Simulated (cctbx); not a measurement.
**Finding the light atoms**

Cell a = 4.4910 Å, b = 17.0040 Å, c = 7.3280 Å, α = 90.00°, β = 90.00°, γ = 90.00°; space group Cmcm (no. 63); content La4 Sn8 In8 Be4. The heavier atoms are placed; Be is still missing.

The data are simulated with cctbx, not measured: Mo Kα, λ = 0.71073 Å, to d = 0.7 Å, 80 % of the full sphere, strongest reflection 5000 counts, noise from counting, a 2 % proportional error and a noise floor of 4 counts (s.d.); no absorption.

Refinement without Be (map in e/Å³):

```text
Rint 0.049, 514 unique reflections to 0.70 A
cycle     R1     wR2    GooF  max shift (A)
   1  0.1024  0.2045   4.937   0.01491
   2  0.0292  0.0538   1.299   0.00000
final R1 0.0292 wR2 0.0538 GooF 1.299  parameters 8  data/parameter 64.2
atom        x        y        z      Ueq    occ   su(xyz)  su(Uiso or U11)
La1    0.00000  0.88218  0.75000   0.0110  1.000  0.00005  0.0002
Sn1    0.50000  0.81444  0.45933   0.0104  1.000  0.00009  0.0001
In1    0.50000  0.57257  0.75000   0.0101  1.000  0.00006  0.0002
In2    0.50000  0.00000  0.50000   0.0120  1.000  0.00000  0.0002
difference map: max 10.91 min -1.77 rms 0.51
Q1    0.0000  0.2267  0.7500    4   11.14  2.60 A from Sn1
Q2    0.0000  0.4410  0.6277    8    1.58  1.37 A from In2
Q3    0.0000  0.4206  0.0568    8    1.56  1.41 A from In2
Q4    0.2249  0.0187  0.7500    8    1.53  1.36 A from In1
Q5    0.0000  0.4809  0.7500    4    1.51  1.86 A from In2
Q6    0.0000  0.2167  0.6129    8    1.48  2.01 A from Sn1
Q7    0.2044  0.1978  0.2500    8    1.45  1.64 A from La1
Q8    0.1241  0.1800  0.7500    8    1.43  1.91 A from In1
```

Simulated single-crystal data (cctbx): neutrons of λ = 0.95 Å, to d = 0.7 Å, 80 % of the full sphere, strongest reflection 5000 counts, noise from counting, a 2 % proportional error and a noise floor of 4 counts (s.d.); no absorption.

Refinement without Be (map in fm/Å³; only maxima are listed):

```text
Rint 0.039, 514 unique reflections to 0.70 A
cycle     R1     wR2    GooF  max shift (A)
   1  0.4408  0.7306  23.000   0.02457
   3  0.4157  0.6775  21.330   0.00008
final R1 0.4157 wR2 0.6775 GooF 21.330  parameters 8  data/parameter 64.2
atom        x        y        z      Ueq    occ   su(xyz)  su(Uiso or U11)
La1    0.00000  0.88220  0.75000   0.0074  1.000  0.00061  0.0024
Sn1    0.50000  0.81496  0.45986   0.0051  1.000  0.00127  0.0022
In1    0.50000  0.57075  0.75000   0.0019  1.000  0.00114  0.0031
In2    0.50000  0.00000  0.50000   0.0014  1.000  0.00000  0.0031
difference map: max 58.25 min -7.34 rms 2.06
Q1    0.0000  0.2273  0.7500    4   59.09  2.60 A from Sn1
Q2    0.0000  0.1164  0.2500    4   22.86  0.02 A from La1
Q3    0.0000  0.3120  0.0478    8   16.98  0.07 A from Sn1
Q4    0.0000  0.5000  0.0000    4   13.35  0.00 A from In2
Q5    0.0000  0.4135  0.7500    4    7.92  2.31 A from La1
Q6    0.0000  0.0695  0.7500    4    6.58  0.02 A from In1
Q7    0.0000  0.0289  0.7500    4    6.14  0.71 A from In1
Q8    0.0000  0.1616  0.7500    4    5.91  1.55 A from In1
```

**Question.** Where is Be, and which data fix it better?

Be sits at (1/2, 0.7269, 3/4). Adding it takes R1 from 0.029 to 0.020 with X-rays and from 0.416 to 0.014 with neutrons. Its largest coordinate s.u. is 0.00081 with X-rays and 0.00003 with neutrons, so neutrons fix it better in these data. In the X-ray map Q1 marks it. In the neutron map Q1 marks it.

Final neutron refinement:

```text
Rint 0.039, 514 unique reflections to 0.70 A
cycle     R1     wR2    GooF  max shift (A)
   1  0.1254  0.2554   8.057   0.01383
   2  0.0140  0.0291   0.919   0.00000
final R1 0.0140 wR2 0.0291 GooF 0.919  parameters 10  data/parameter 51.4
atom        x        y        z      Ueq    occ   su(xyz)  su(Uiso or U11)
La1    0.00000  0.88219  0.75000   0.0110  1.000  0.00002  0.0001
Sn1    0.50000  0.81440  0.45944   0.0104  1.000  0.00004  0.0001
In1    0.50000  0.57268  0.75000   0.0101  1.000  0.00004  0.0001
In2    0.50000  0.00000  0.50000   0.0120  1.000  0.00000  0.0001
Be1    0.50000  0.72692  0.75000   0.0224  1.000  0.00003  0.0001
difference map: max 0.28 min -0.25 rms 0.06
Q1    0.0000  0.5049  0.0674    8    0.29  0.50 A from In2
Q2    0.0000  0.2314  0.2500    4    0.26  1.93 A from La1
Q3    0.0000  0.1851  0.7500    4    0.24  0.71 A from Be1
Q4    0.0000  0.4353  0.1667    8    0.24  1.64 A from In2
Q5    0.0000  0.2519  0.6627    8    0.23  0.77 A from Be1
Q6    0.0892  0.2508  0.7500    8    0.22  0.57 A from Be1
```

This is a model crystal, built by substitution and not relaxed, with assumed displacement parameters.

[Middle refinement cycles are left out of these outputs.]

[Logs are printed without paths, hosts, clocks, repeated set-up lines and the standing remarks that a program may print on its own settings, such as how far it seeks lower states.]
